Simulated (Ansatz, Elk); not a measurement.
# LaCr: X-ray structure factors from the self-consistent density, part 2 of 2

The structure of LaCr used here is made up (a known structure type with other elements) and was relaxed beforehand with PBEsol. The aim is the Fourier transform of its all-electron density, F(hkl), set beside the sum over free spherical atoms that refinements use.

Elk 11.2.3 (patched build); all-electron DFT.

So far: Set-up; Ground state and structure factors; The magnetisation density; The highest occupied states alone.

The structure was built from a prototype and need not be the compound's stable phase.

## Step 5: Another functional

Level of this step: DFT, LDA (Perdew-Wang), all-electron APW+lo, Dirac cores, scalar-relativistic bands, static density, ferromagnetic start (Elk).

The difference from free atoms is small, so it is set against the change that LDA (Perdew-Wang) makes.

elk.in

```
tasks
  0
  195
  196

xctype
  3

spinpol
  .true.

rgkmax
  7.0

gmaxvr
  14.0

lmaxo
  7

lmaxapw
  8

swidth
  0.002

tshift
  .false.

ramdisk
  .false.

hmaxvr
  5.5

maxscl
  120

epspot
  1e-06

reducebf
  0.8

sppath
  './'

avec
  6.90415065334 0.00000000000 -0.00000000000
  0.00000000000 6.90415065334 -0.00000000000
  -0.00000000000 -0.00000000000 6.90415065334

atoms
  2
  'La.in'
  1
  -0.0000000000 0.0000000000 0.0000000000   0.000000 0.000000 0.000000
  'Cr.in'
  1
  0.5000000000 0.5000000000 0.5000000000   0.000000 0.000000 -0.170000

ngridk
  5 5 5
```

Started as:

```console
OMP_NUM_THREADS=4 elk
```

Numbers of over 12 decimals in the logs are rounded to 6 here.

The program printed:

```text
┌─────────────────────────┐
│ Elk code version 11.2.3 │
└─────────────────────────┘

All units are atomic (Hartree, Bohr, etc.)

┌─────────────────────────────────────────────────┐
│ Ground-state run starting from atomic densities │
└─────────────────────────────────────────────────┘

Lattice vectors :
   6.904150653       0.000000000      -0.000000000
   0.000000000       6.904150653      -0.000000000
  -0.000000000      -0.000000000       6.904150653

Reciprocal lattice vectors :
  0.9100591257       0.000000000       0.000000000
[...]
total calculated charge     :    80.99973368
 total charge                :    81.00000000
 error                       :   0.2663236808E-03

Moments :
 interstitial                :   0.1824850180
 muffin-tins
  species : 1 (La)
   atom 1                    :  -0.1039403676
  species : 2 (Cr)
   atom 1                    :    3.039820145
 total in muffin-tins        :    2.935879778
 total moment                :    3.118364796

┌──────────────────────────────┐
│ Self-consistent loop stopped │
└──────────────────────────────┘

Warning : core states of species 1 leak from the muffin-tin :   0.2205781984E-03

Wrote STATE.OUT
[key lines of the parts left out:]
total energy                :     -9540.0784448828
```

Run time: 20 s. Hardware: 4 threads of Intel Xeon Platinum 8375C at 2.90GHz (Ice Lake), shared host; peak memory 0.19 GiB.

Against the first run R = 0.02 %; the largest change is -0.027 at 200. The moment goes from 3.14 to 3.12 μB.

## Step 6: Basis size

A smaller basis shows how fast F responds to it; the change is likely larger than the basis error of the first run, but doesn't show convergence.

elk.in: that of step 5 with these lines changed.

```diff
@@ -6,3 +6,3 @@
 xctype
-  3
+  20
 
@@ -12,3 +12,3 @@
 rgkmax
-  7.0
+  5.5
```

Started as:

```console
OMP_NUM_THREADS=4 elk
```

The program printed:

```text
┌─────────────────────────┐
│ Elk code version 11.2.3 │
└─────────────────────────┘

All units are atomic (Hartree, Bohr, etc.)

┌─────────────────────────────────────────────────┐
│ Ground-state run starting from atomic densities │
└─────────────────────────────────────────────────┘

Lattice vectors :
   6.904150653       0.000000000      -0.000000000
   0.000000000       6.904150653      -0.000000000
  -0.000000000      -0.000000000       6.904150653

Reciprocal lattice vectors :
  0.9100591257       0.000000000       0.000000000
[...]
total calculated charge     :    80.99982980
 total charge                :    81.00000000
 error                       :   0.1702036236E-03

Moments :
 interstitial                :   0.1712545482
 muffin-tins
  species : 1 (La)
   atom 1                    :  -0.1493638216
  species : 2 (Cr)
   atom 1                    :    3.056373389
 total in muffin-tins        :    2.907009567
 total moment                :    3.078264115

┌──────────────────────────────┐
│ Self-consistent loop stopped │
└──────────────────────────────┘

Warning : core states of species 1 leak from the muffin-tin :   0.2197904908E-03

Wrote STATE.OUT
[key lines of the parts left out:]
total energy                :     -9548.4178025695
```

Wall time 25 s (4 threads); peak memory 0.25 GiB; 74 s of CPU time.

Against the first run R = 0.03 %; the largest change is +0.054 at 211. The moment goes from 3.14 to 3.08 μB.

## Step 7: A coarser k-mesh

About half the k-points along each axis test the sampling.

elk.in: that of step 6 with these lines changed.

```diff
@@ -12,3 +12,3 @@
 rgkmax
-  5.5
+  7.0
 
@@ -62,2 +62,2 @@
 ngridk
-  5 5 5
+  2 2 2
```

Started as:

```console
OMP_NUM_THREADS=4 elk
```

The program printed:

```text
┌─────────────────────────┐
│ Elk code version 11.2.3 │
└─────────────────────────┘

All units are atomic (Hartree, Bohr, etc.)

┌─────────────────────────────────────────────────┐
│ Ground-state run starting from atomic densities │
└─────────────────────────────────────────────────┘

Lattice vectors :
   6.904150653       0.000000000      -0.000000000
   0.000000000       6.904150653      -0.000000000
  -0.000000000      -0.000000000       6.904150653

Reciprocal lattice vectors :
  0.9100591257       0.000000000       0.000000000
[...]
total calculated charge     :    80.99972806
 total charge                :    81.00000000
 error                       :   0.2719445338E-03

Moments :
 interstitial                :   0.2156493396
 muffin-tins
  species : 1 (La)
   atom 1                    :  -0.2055716906
  species : 2 (Cr)
   atom 1                    :    3.765167413
 total in muffin-tins        :    3.559595722
 total moment                :    3.775245062

┌──────────────────────────────┐
│ Self-consistent loop stopped │
└──────────────────────────────┘

Warning : core states of species 1 leak from the muffin-tin :   0.2199372117E-03

Wrote STATE.OUT
[key lines of the parts left out:]
total energy                :     -9548.5117890731
```

The job ended after 47 s (4 threads; peak memory 0.29 GiB; 2.2 min of CPU time).

Against the first run R = 0.05 %; the largest change is -0.174 at 111. The moment goes from 3.14 to 3.78 μB.

## Step 8: Settings against the effect

```csv
run,R against the first run (%),"R against neutral atoms, low angle (%)",wall time
"PBE, rgkmax 7",0.00,0.65,27 s
LDA (Perdew-Wang),0.02,0.66,20 s
rgkmax 5.5,0.03,0.71,25 s
k-mesh 2×2×2,0.05,0.51,47 s
```

## Step 9: Outcome

| Property | Result |
| --- | --- |
| R against neutral atoms, sin θ/λ < 0.3 Å⁻¹ | 0.65 % |
| R against neutral atoms, 0.3 to 0.82 Å⁻¹ | 0.14 % |
| magnetic form factor over free-ion ⟨j0⟩, 0.12 to 0.35 Å⁻¹ | 0.97 |

Independent neutral atoms miss the calculated amplitudes by R = 0.65 % below 0.3 Å⁻¹ and 0.14 % from there to 0.82 Å⁻¹; by shells, 0.82 % below 0.15 Å⁻¹ (1 form), 0.63 % 0.15 to 0.3 (3 forms), 0.13 % 0.3 to 0.45 (6 forms), 0.14 % above 0.45 (31 forms). Bonding, aspherical density and the tables' own atoms all enter these figures, and the runs don't part them. The largest change of an amplitude is -0.38 electrons, at 110. The relaxation gave a moment of 3.45 μB against 3.14 μB here, so the moment isn't settled. The magnetic order is that of the start. No other order was tried here, and an antiferromagnetic one would change or move the magnetic intensity. Between 0.12 and 0.35 Å⁻¹ the magnetic form factor is 0.97 times the free-ion one. The sphere holds 3.17 of the 3.14 μB; that share, the choice of ion, the size of the d shell and its asphericity all move this ratio. The window's part falls from 9.0 electrons at the origin to at most 0.52 between 0.45 and 0.82 Å⁻¹. Below 0.3 Å⁻¹ the changes that finished (LDA (Perdew-Wang), rgkmax 5.5 and k-mesh 2×2×2) move F by R = 0.17 % at most, against the 0.65 % that separates it from free atoms. A single amplitude moves by up to 0.17 electrons, against 0.38 for the largest difference from free atoms. The magnetic factors move by R = 4.2 % (LDA (Perdew-Wang)), 2.7 % (rgkmax 5.5) and 18.7 % (k-mesh 2×2×2), so they aren't settled to better than that. Part of the difference isn't bonding: the tables are fits to free atoms and ions calculated by other methods than this functional. Thermal motion, anomalous dispersion and extinction are left out.

[Logs are printed without paths, hosts, clocks, repeated set-up lines and the standing remarks that a program may print on its own settings, such as how far it seeks lower states.]

[Hosts, paths, dates, database ids (printed as entryN), source tags and the programs' standing remarks are cut or masked in the printed files.]
